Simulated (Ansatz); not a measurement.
**KNiF3 (Pm-3m): Hubbard U and Hund's J by constrained RPA**

Aim: U, U′ and J for the Ni d shell of KNiF3 (Pm-3m).

Calculated with Ansatz 0.2.0; non-magnetic LDA, then constrained RPA, plane waves, PAW.

Report form: the programs' logs are mostly left out.

The database entry behind the starting cell differs from later determinations by our own check (about 0.35 % short), so it need not match the best structure at ambient conditions.

## (1) The structure

It takes space group Pm-3m (No. 221, cubic). Conventional cell: a = 4.000 Å, b = 4.000 Å, c = 4.000 Å, α = 90.00°, β = 90.00°, γ = 90.00°. K has 12 F at 2.83 Å nearest. Nearest to Ni lie 6 F at 2.00 Å. Nearest to F lie 2 Ni at 2.00 Å and 4 K at 2.83 Å. Farther neighbours and most contacts between anions are not listed.

The cell and positions come from the Crystallography Open Database and are kept as given unless a step says otherwise. The program's search for lower electronic states was switched off, so nothing shows that the state found is the lowest. The default PAW set here is soft_2. Its files were made with PBE.

## (2) LDA bands and orbital weights

This step: DFT, LDA, plane waves, PAW.

Input file input.yaml:

```yaml
crystal:
  lattice:
    - [0.0, 0.0, -4.0]
    - [0.0, -4.0, 0.0]
    - [-4.0, 0.0, 0.0]
  atoms:
    - { symbol: K, position: [0.0, 0.0, 0.0] }
    - { symbol: Ni, position: [0.5, 0.5, 0.5] }
    - { symbol: F, position: [0.5, 0.5, 0.0] }
    - { symbol: F, position: [0.0, 0.5, 0.5] }
    - { symbol: F, position: [0.5, 0.0, 0.5] }
kpoints:
  mp_grid: { grid: [6, 6, 6] }
  band_path:
    path:
      - [[0.0, 0.0, 0.0], [0.0, 0.5, 0.0], [0.5, 0.5, 0.0], [0.0, 0.0, 0.0], [0.5, 0.5, 0.5], [0.0, 0.5, 0.0]]
      - [[0.5, 0.5, 0.5], [0.5, 0.5, 0.0]]
    npoints: 10
hamiltonian:
  xc: lda
scf:
  occupations: { method: gaussian, width: 0.08 }
  n_extra_bands: 19
  max_iter: 150
  lower_state_search: "off"
output:
  eigenvalues: true
  fatbands: true
  write_density: true
  write_potential: true
  elf: true
  volumetric_format: npy
```

Started as:

```
> ansatz run input.yaml --threads 4 --pin off --max-ram 9216MiB --backend cpu --events-out ev --progress --plain --runs-dir out
```

Run time: 2.4 s. Hardware: 4 threads of Arm Neoverse V2, shared host; peak memory 0.38 GiB; 8.7 s of CPU time.

Electronic bands along the path, in eV, zero at the Fermi level:

```
    point  band 21  band 22  band 23  band 24  band 25  band 26  band 27  band 28
        Γ    -1.16    -1.16    -1.16    -0.86    -0.86     3.26     6.80     6.80
  halfway    -1.16    -0.86    -0.86    -0.86    -0.29     4.35     7.28     7.28
        X    -1.15    -0.86    -0.59    -0.59     0.09     6.38     6.61     7.80
  halfway    -0.85    -0.59    -0.57    -0.48     0.62     6.75     7.28     8.34
        M    -0.59    -0.59    -0.49    -0.34     1.19     7.26     8.34     8.94
  halfway    -0.87    -0.84    -0.69    -0.60     0.17     5.16     7.62     7.93
        Γ    -1.16    -1.16    -1.16    -0.86    -0.86     3.26     6.80     6.80
  halfway    -0.69    -0.66    -0.66     0.16     0.16     5.72     8.08     8.08
        R    -0.32    -0.32    -0.32     1.19     1.19     7.00     7.00     7.00
  halfway    -0.67    -0.48    -0.46     0.15     0.75     6.90     7.50     8.26
        X    -1.15    -0.86    -0.59    -0.59     0.09     6.38     6.61     7.80
jump to R    -0.32    -0.32    -0.32     1.19     1.19     7.00     7.00     7.00
  halfway    -0.46    -0.46    -0.33     0.40     1.19     7.15     7.70     7.70
        M    -0.59    -0.59    -0.49    -0.34     1.19     7.26     8.34     8.94
```

Of the projections kept (Ni 3d, F 2p), the largest for each band there; the rest of the weight can lie on other orbitals:

```
point     band 21     band 22     band 23     band 24     band 25    band 26    band 27    band 28
    Γ  Ni 3d 0.99  Ni 3d 0.99  Ni 3d 0.99  Ni 3d 0.97  Ni 3d 0.97          -          -          -
    X  Ni 3d 1.00  Ni 3d 0.97  Ni 3d 0.88  Ni 3d 0.88  Ni 3d 0.79  F 2p 0.12  F 2p 0.09  F 2p 0.01
    M  Ni 3d 0.88  Ni 3d 0.88  Ni 3d 0.89  Ni 3d 0.87  Ni 3d 0.69  F 2p 0.13  F 2p 0.03  F 2p 0.01
    Γ  Ni 3d 0.99  Ni 3d 0.99  Ni 3d 0.99  Ni 3d 0.97  Ni 3d 0.97          -          -          -
    R  Ni 3d 0.86  Ni 3d 0.86  Ni 3d 0.86  Ni 3d 0.69  Ni 3d 0.69          -          -          -
    X  Ni 3d 1.00  Ni 3d 0.97  Ni 3d 0.88  Ni 3d 0.88  Ni 3d 0.79  F 2p 0.12  F 2p 0.09  F 2p 0.01
```

Valence density in the ac plane at fractional y = 0.500, with atoms of Ni and F within 0.2 Å of it. It is the smooth field of the valence electrons, not physical close to the nuclei.

Ten steps, logarithmic in the rise over the least value, from '0' (0 e/Å³) to '9' (50 e/Å³), each cell a mean:
```
00001356531000
00001234310000
00000112100000
11000111100001
32101244310013
65211478631135
75312589841246
65312578741135
43111355421123
11000122110011
00000111100000
00000133210000
00001355521000
00001467631000
```
Columns run along a (4.0 Å), rows up along c (4.0 Å). Atoms in or near the plane, at fractional coordinates: Ni at (0.50, 0.50), F at (0.50, 0.00), F at (0.00, 0.50).

Electrostatic potential energy in the ac plane at fractional y = 0.500, with atoms of Ni and F within 0.2 Å of it. With pseudopotentials it is smooth inside the atoms' cores, unlike the true potential.

Values in eV, 14 rows by 14 columns, each cell a mean:
```
 11  11  11  11   9 -15 -33 -39 -31  -5  11  11  11  11
 11  11  11  11  10   1 -17 -23 -13   6  11  11  11  11
 11  11  11  11  10   8   4   2   5   8  10  11  11  11
 10  11  11  10   8   3  -3  -6  -2   5   8  10  11  11
-11  -3   8   8   3 -13 -29 -35 -25  -7   5   8   6  -5
-36 -28  -4   5  -7 -35 -52 -56 -49 -25  -2   5 -13 -31
-41 -37 -13   3 -13 -45 -57 -57 -56 -35  -6   2 -23 -39
-38 -31  -8   5  -9 -38 -54 -57 -52 -29  -3   4 -17 -33
-21 -12   5   7   0 -21 -38 -45 -35 -13   3   8   1 -15
  7   9  10   9   7   0  -9 -13  -7   3   8  10  10   9
 11  11  11  11   9   7   5   3   5   8  10  11  11  11
 11  11  11  11  10   5  -8 -13  -4   8  11  11  11  11
 11  11  11  11   9 -12 -31 -37 -28  -3  11  11  11  11
 11  11  11  11   7 -21 -38 -41 -36 -11  10  11  11  11
```
Columns run along a (4.0 Å; values clipped at the 3rd and 97th percentile), rows up along c (4.0 Å). Atoms in or near the plane, at fractional coordinates: Ni at (0.50, 0.50), F at (0.50, 0.00), F at (0.00, 0.50).

## (3) Constrained RPA: Ni d, bands v4 to c1, 4×4×4 mesh, medium accuracy

Constrained RPA screens the interaction with every transition except those inside the target bands, which a later many-body model would treat itself.

This step: constrained RPA on LDA, plane waves, PAW.

input.yaml, the sections that differ from step 2:

```yaml
kpoints:
  mp_grid: { grid: [6, 6, 6] }
output:
  crpa:
    kmesh: [4, 4, 4]
    target_bands: [v4, c1]
    projections: [{ species: Ni, l: d, shell: 3 }]
  local_orbitals:
    kmesh: [8, 8, 8]
    orbitals: [{ species: Ni, l: d, shell: 3 }]
    window: { bands: [v4, c1] }
    seedname: lo
# crystal, hamiltonian, scf: as in step 2
```

Elapsed: 50 s, on 4 threads; peak memory 0.57 GiB.

Numbers from this step:

| Property | Result |
| --- | --- |
| U | 8.124 eV |
| U prime (inter-orbital) | 6.825 eV |
| J | 0.6490 eV |
| bare V | 23.27 eV |
| bare J | 0.7820 eV |
| stated bound on U | 0.02987 eV |
| U over bare V | 0.3492 |
| electrons in the window | 8.000 |
| head of the constrained inverse dielectric matrix | 0.4290 |
| least eigenvalue of the projection's overlap | 0.6851 |
| target functions | 5 |
| bands in the sums | 50 |
| r.m.s. miss of the model bands | 1.06e-4 eV |
| width of the target bands | 2.353 eV |
| weight of the projected orbitals in the window | 0.8720 |

On the Ni d shell, screening brings the on-site interaction from 23.3 eV down to U = 8.12 eV.

Kanamori averages over each shell's functions. Crpa shells, by row:

```
site  element  shell  orbitals  U (eV)  U' (eV)  J (eV)  bare V (eV)  bare V' (eV)  bare J (eV)  bound on U (eV)
   2       Ni     3D         5   8.124    6.825   0.649        23.27         21.66        0.782          0.02987
```

Density-density elements U_iijj, eV. U matrix, by row:

```
   orbital  Ni2 dz2  Ni2 dxz  Ni2 dyz  Ni2 dx2-y2  Ni2 dxy
   Ni2 dz2    7.817    7.039    7.039       6.316    6.515
   Ni2 dxz    7.039     8.33    6.917        6.69    6.917
   Ni2 dyz    7.039    6.917     8.33        6.69    6.917
Ni2 dx2-y2    6.316     6.69     6.69       7.817    7.213
   Ni2 dxy    6.515    6.917    6.917       7.213     8.33
```

Exchange elements U_ijji, eV. J matrix, by row:

```
   orbital  Ni2 dz2  Ni2 dxz  Ni2 dyz  Ni2 dx2-y2  Ni2 dxy
   Ni2 dz2        -    0.512    0.512        0.75    0.777
   Ni2 dxz    0.512        -    0.713       0.689    0.713
   Ni2 dyz    0.512    0.713        -       0.689    0.713
Ni2 dx2-y2     0.75    0.689    0.689           -    0.423
   Ni2 dxy    0.777    0.713    0.713       0.423        -
```

Projected local orbitals of the target window. Electronic bands along the path, in eV, zero at the Fermi level; # counts the bands kept:

```
    point     #1     #2     #3     #4     #5
        Γ  -1.16  -1.16  -1.16  -0.86  -0.86
  halfway  -1.16  -0.86  -0.86  -0.86  -0.29
        X  -1.15  -0.86  -0.59  -0.59   0.09
  halfway  -0.85  -0.59  -0.57  -0.48   0.62
        M  -0.59  -0.59  -0.49  -0.34   1.19
  halfway  -0.87  -0.84  -0.69  -0.60   0.17
        Γ  -1.16  -1.16  -1.16  -0.86  -0.86
  halfway  -0.69  -0.66  -0.66   0.16   0.16
        R  -0.32  -0.32  -0.32   1.19   1.19
  halfway  -0.67  -0.48  -0.46   0.15   0.75
        X  -1.15  -0.86  -0.59  -0.59   0.09
jump to R  -0.32  -0.32  -0.32   1.19   1.19
  halfway  -0.46  -0.46  -0.33   0.40   1.19
        M  -0.59  -0.59  -0.49  -0.34   1.19
```

The same for Kohn-Sham, solved directly:

```
point     #1     #2     #3     #4     #5
    Γ  -1.16  -1.16  -1.16  -0.86  -0.86
    X  -1.15  -0.86  -0.59  -0.59   0.09
    M  -0.59  -0.59  -0.49  -0.34   1.19
    Γ  -1.16  -1.16  -1.16  -0.86  -0.86
    R  -0.32  -0.32  -0.32   1.19   1.19
    X  -1.15  -0.86  -0.59  -0.59   0.09
    R  -0.32  -0.32  -0.32   1.19   1.19
    M  -0.59  -0.59  -0.49  -0.34   1.19
```

Onsite levels, by row:

```
   orbital  level less Fermi level (eV)
   Ni2 dz2                       0.0927
   Ni2 dxz                      -0.6664
   Ni2 dyz                      -0.6664
Ni2 dx2-y2                       0.0927
   Ni2 dxy                      -0.6664
```

Largest distinct elements between sites. Hoppings, by row:

```
      from          to     cell  distance (Å)   t (eV)
   Ni2 dz2     Ni2 dz2    1 0 0             4   -0.337
Ni2 dx2-y2  Ni2 dx2-y2   0 0 -1             4  -0.2533
   Ni2 dz2  Ni2 dx2-y2   0 -1 0             4  -0.1449
   Ni2 dyz     Ni2 dyz    1 0 0             4  -0.0997
   Ni2 dz2     Ni2 dz2    0 1 0             4   -0.086
Ni2 dx2-y2  Ni2 dx2-y2   0 -1 1         5.657   0.0343
   Ni2 dz2     Ni2 dz2  -1 0 -1         5.657   0.0227
   Ni2 dz2     Ni2 dz2   -2 0 0             8  -0.0223
Ni2 dx2-y2     Ni2 dz2  -1 0 -1         5.657    -0.02
   Ni2 dyz     Ni2 dyz  -1 -1 0         5.657  -0.0185
Ni2 dx2-y2  Ni2 dx2-y2   0 -2 0             8  -0.0167
   Ni2 dz2     Ni2 dz2   0 -1 1         5.657   -0.012
```

## (4) Constrained RPA: Ni d + anion p, bands v13 to c1, 4×4×4 mesh, medium accuracy

input.yaml, the sections that differ from step 3:

```yaml
output:
  crpa:
    kmesh: [4, 4, 4]
    target_bands: [v13, c1]
    projections: [{ species: Ni, l: d, shell: 3 }, { species: F, l: p, shell: 2 }]
  local_orbitals:
    kmesh: [8, 8, 8]
    orbitals: [{ species: Ni, l: d, shell: 3 }, { species: F, l: p, shell: 2 }]
    window: { bands: [v13, c1] }
    seedname: lo
# crystal, kpoints, hamiltonian, scf: as in step 3
```

Elapsed: 2.4 min, on 4 threads; peak memory 0.71 GiB.

This step gave:

- U: 11.38 eV
- U prime (inter-orbital): 9.818 eV
- J: 0.7860 eV
- bare V: 26.66 eV
- bare J: 0.9309 eV
- stated bound on U: 0.03615 eV
- U over bare V: 0.4268
- electrons in the window: 26.00
- head of the constrained inverse dielectric matrix: 0.4626
- least eigenvalue of the projection's overlap: 0.7988
- target functions: 14
- bands in the sums: 50
- r.m.s. miss of the model bands: 1.26e-4 eV
- width of the target bands: 9.012 eV
- weight of the projected orbitals in the window: 0.9746

On the Ni d shell, screening brings the on-site interaction from 26.7 eV down to U = 11.38 eV.

Kanamori averages over each shell's functions. Crpa shells, by row:

```
site  element  shell  orbitals  U (eV)  U' (eV)  J (eV)  bare V (eV)  bare V' (eV)  bare J (eV)  bound on U (eV)
   2       Ni     3D         5   11.38    9.818   0.786        26.66         24.78       0.9309          0.03615
   3        F     2P         3   10.04    8.303  0.8596        22.43         20.26         1.07          0.02511
   4        F     2P         3   10.04    8.303  0.8596        22.43         20.26         1.07          0.02511
   5        F     2P         3   10.04    8.303  0.8596        22.43         20.26         1.07          0.02511
```

Density-density elements U_iijj, eV. U matrix, by row:

```
   orbital  Ni2 dz2  Ni2 dxz  Ni2 dyz  Ni2 dx2-y2  Ni2 dxy  F3 pz  F3 px  F3 py  F4 pz  F4 px  F4 py  F5 pz  F5 px  F5 py
   Ni2 dz2    11.74    10.18    10.18       9.776    9.543  3.303  3.622  3.295  3.864   3.46   3.46  3.303  3.295  3.622
   Ni2 dxz    10.18    11.13    9.528       9.757    9.528  3.412  3.752  3.386  3.752  3.412  3.386  3.235  3.235  3.526
   Ni2 dyz    10.18    9.528    11.13       9.757    9.528  3.235  3.526  3.235  3.752  3.386  3.412  3.412  3.386  3.752
Ni2 dx2-y2    9.776    9.757    9.757       11.74     10.4  3.403  3.783   3.41  3.542  3.245  3.245  3.403   3.41  3.783
   Ni2 dxy    9.543    9.528    9.528        10.4    11.13  3.386  3.752  3.412  3.526  3.235  3.235  3.386  3.412  3.752
     F3 pz    3.303    3.412    3.235       3.403    3.386  10.16  8.255  8.398  2.455  2.465  2.384  2.325  2.384  2.391
     F3 px    3.622    3.752    3.526       3.783    3.752  8.255  9.809  8.255  2.483  2.455  2.391  2.391  2.455  2.483
     F3 py    3.295    3.386    3.235        3.41    3.412  8.398  8.255  10.16  2.391  2.384  2.325  2.384  2.465  2.455
     F4 pz    3.864    3.752    3.752       3.542    3.526  2.455  2.483  2.391  9.809  8.255  8.255  2.455  2.391  2.483
     F4 px     3.46    3.412    3.386       3.245    3.235  2.465  2.455  2.384  8.255  10.16  8.398  2.384  2.325  2.391
     F4 py     3.46    3.386    3.412       3.245    3.235  2.384  2.391  2.325  8.255  8.398  10.16  2.465  2.384  2.455
     F5 pz    3.303    3.235    3.412       3.403    3.386  2.325  2.391  2.384  2.455  2.384  2.465  10.16  8.398  8.255
     F5 px    3.295    3.235    3.386        3.41    3.412  2.384  2.455  2.465  2.391  2.325  2.384  8.398  10.16  8.255
     F5 py    3.622    3.526    3.752       3.783    3.752  2.391  2.483  2.455  2.483  2.391  2.455  8.255  8.255  9.809
```

Exchange elements U_ijji, eV. J matrix, by row:

```
   orbital  Ni2 dz2  Ni2 dxz  Ni2 dyz  Ni2 dx2-y2  Ni2 dxy  F3 pz  F3 px  F3 py  F4 pz  F4 px  F4 py  F5 pz  F5 px  F5 py
   Ni2 dz2        -    0.627    0.627       0.984    0.963  0.006  0.025  0.006  0.074  0.018  0.018  0.006  0.006  0.025
   Ni2 dxz    0.627        -    0.814       0.851    0.814  0.018  0.036  0.003  0.036  0.018  0.003  0.002  0.002   0.01
   Ni2 dyz    0.627    0.814        -       0.851    0.814  0.002   0.01  0.002  0.036  0.003  0.018  0.018  0.003  0.036
Ni2 dx2-y2    0.984    0.851    0.851           -    0.515  0.014  0.058  0.014  0.009  0.002  0.002  0.014  0.014  0.058
   Ni2 dxy    0.963    0.814    0.814       0.515        -  0.003  0.036  0.018   0.01  0.002  0.002  0.003  0.018  0.036
     F3 pz    0.006    0.018    0.002       0.014    0.003      -  0.849   0.88  0.005  0.005  0.002  0.001  0.002  0.002
     F3 px    0.025    0.036     0.01       0.058    0.036  0.849      -  0.849  0.009  0.005  0.002  0.002  0.005  0.009
     F3 py    0.006    0.003    0.002       0.014    0.018   0.88  0.849      -  0.002  0.002  0.001  0.002  0.005  0.005
     F4 pz    0.074    0.036    0.036       0.009     0.01  0.005  0.009  0.002      -  0.849  0.849  0.005  0.002  0.009
     F4 px    0.018    0.018    0.003       0.002    0.002  0.005  0.005  0.002  0.849      -   0.88  0.002  0.001  0.002
     F4 py    0.018    0.003    0.018       0.002    0.002  0.002  0.002  0.001  0.849   0.88      -  0.005  0.002  0.005
     F5 pz    0.006    0.002    0.018       0.014    0.003  0.001  0.002  0.002  0.005  0.002  0.005      -   0.88  0.849
     F5 px    0.006    0.002    0.003       0.014    0.018  0.002  0.005  0.005  0.002  0.001  0.002   0.88      -  0.849
     F5 py    0.025     0.01    0.036       0.058    0.036  0.002  0.009  0.005  0.009  0.002  0.005  0.849  0.849      -
```

Projected local orbitals of the target window. The electronic bands at the labelled points (eV, zero at the Fermi level; # counts the bands kept):

```
    point    #10    #11    #12    #13    #14
        Γ  -1.16  -1.16  -1.16  -0.86  -0.86
  halfway  -1.16  -0.86  -0.86  -0.86  -0.29
        X  -1.15  -0.86  -0.59  -0.59   0.09
  halfway  -0.85  -0.59  -0.57  -0.48   0.62
        M  -0.59  -0.59  -0.49  -0.34   1.19
  halfway  -0.87  -0.84  -0.69  -0.60   0.17
        Γ  -1.16  -1.16  -1.16  -0.86  -0.86
  halfway  -0.69  -0.66  -0.66   0.16   0.16
        R  -0.32  -0.32  -0.32   1.19   1.19
  halfway  -0.67  -0.48  -0.46   0.15   0.75
        X  -1.15  -0.86  -0.59  -0.59   0.09
jump to R  -0.32  -0.32  -0.32   1.19   1.19
  halfway  -0.46  -0.46  -0.33   0.40   1.19
        M  -0.59  -0.59  -0.49  -0.34   1.19
```

The same for Kohn-Sham, solved directly:

```
point    #10    #11    #12    #13    #14
    Γ  -1.16  -1.16  -1.16  -0.86  -0.86
    X  -1.15  -0.86  -0.59  -0.59   0.09
    M  -0.59  -0.59  -0.49  -0.34   1.19
    Γ  -1.16  -1.16  -1.16  -0.86  -0.86
    R  -0.32  -0.32  -0.32   1.19   1.19
    X  -1.15  -0.86  -0.59  -0.59   0.09
    R  -0.32  -0.32  -0.32   1.19   1.19
    M  -0.59  -0.59  -0.49  -0.34   1.19
```

Onsite levels, by row:

```
   orbital  level less Fermi level (eV)
   Ni2 dz2                      -0.9862
   Ni2 dxz                        -1.08
   Ni2 dyz                        -1.08
Ni2 dx2-y2                      -0.9862
   Ni2 dxy                        -1.08
     F3 pz                       -4.213
     F3 px                       -5.384
     F3 py                       -4.213
     F4 pz                       -5.384
     F4 px                       -4.213
     F4 py                       -4.213
     F5 pz                       -4.213
     F5 px                       -4.213
     F5 py                       -5.384
```

Largest distinct elements between sites. Hoppings, by row:

```
      from          to    cell  distance (Å)   t (eV)
   Ni2 dz2       F4 pz   1 0 0             2   -1.337
Ni2 dx2-y2       F5 py   0 1 0             2    1.158
     F3 px     Ni2 dz2   0 0 0             2  -0.6687
   Ni2 dyz       F5 pz   0 1 0             2   0.6348
     F3 px       F5 py  0 1 -1         2.828  -0.3492
     F3 py       F5 px  0 0 -1         2.828   0.1899
     F4 px       F3 px   0 0 0         2.828   0.1799
     F4 px       F5 px   0 1 0         2.828  -0.0579
     F5 px       F5 px  0 -1 0             4  -0.0454
   Ni2 dz2     Ni2 dz2   1 0 0             4   0.0403
     F4 pz       F4 pz   1 0 0             4  -0.0363
Ni2 dx2-y2  Ni2 dx2-y2  0 0 -1             4   0.0301
```

## (5) The windows together

Times are wall times on 4 threads of Arm Neoverse V2, shared host, good to a factor of about two.

```
        target   bands  functions  width (eV)  bare V (eV)  U (eV)  U′ (eV)  J (eV)   U/V     time
          Ni d   v4–c1          5        2.35        23.27    8.12     6.83    0.65  0.35     50 s
Ni d + anion p  v13–c1         14        9.01        26.66   11.38     9.82    0.79  0.43  2.4 min
```

## (6) What came out

```
Ni d           : U 8.12 eV, U′ 6.83 eV, J 0.65 eV, bare V 23.3 eV
Ni d + anion p : U 11.38 eV, U′ 9.82 eV, J 0.79 eV, bare V 26.7 eV
method         : constrained RPA on non-magnetic LDA, 4×4×4 mesh, static; search for lower states off
```

What this shows: For Ni d, screening cuts the on-site interaction from 23.27 eV to 8.12 eV (35 %), while J goes only from 0.78 eV to 0.65 eV: the monopole is screened far more than the multipoles. U − 2J differs from U′ by +0.001 eV, so the Kanamori relation holds well. U is 3.5 times the width of the target bands. With the window Ni d + anion p U becomes 11.38 eV and the bare V 26.66 eV, so U/V goes from 0.35 to 0.43. The parent state is non-magnetic and the interaction static (zero frequency); U depends on the window and the orbitals, so it belongs to this model alone. The bands cross the Fermi level under this constraint, which need not be the crystal's state: magnetic order, correlation or a lattice distortion may open a gap. A window that holds the anion p bands defines a model with explicit ligands; its U belongs to that model and is not the U of DFT+U.

[Paths, hosts, dates, memory and timing lines, banners, echoed tables and standing remarks are left out of the program output.]

[Logs are printed without paths, hosts, clocks, repeated set-up lines and the standing remarks that a program may print on its own settings, such as how far it seeks lower states.]

[Runs of the session that timed out or met a known fault of the program may be left out.]

[Hosts, paths, dates, database ids (printed as entryN), source tags and the programs' standing remarks are cut or masked in the printed files.]
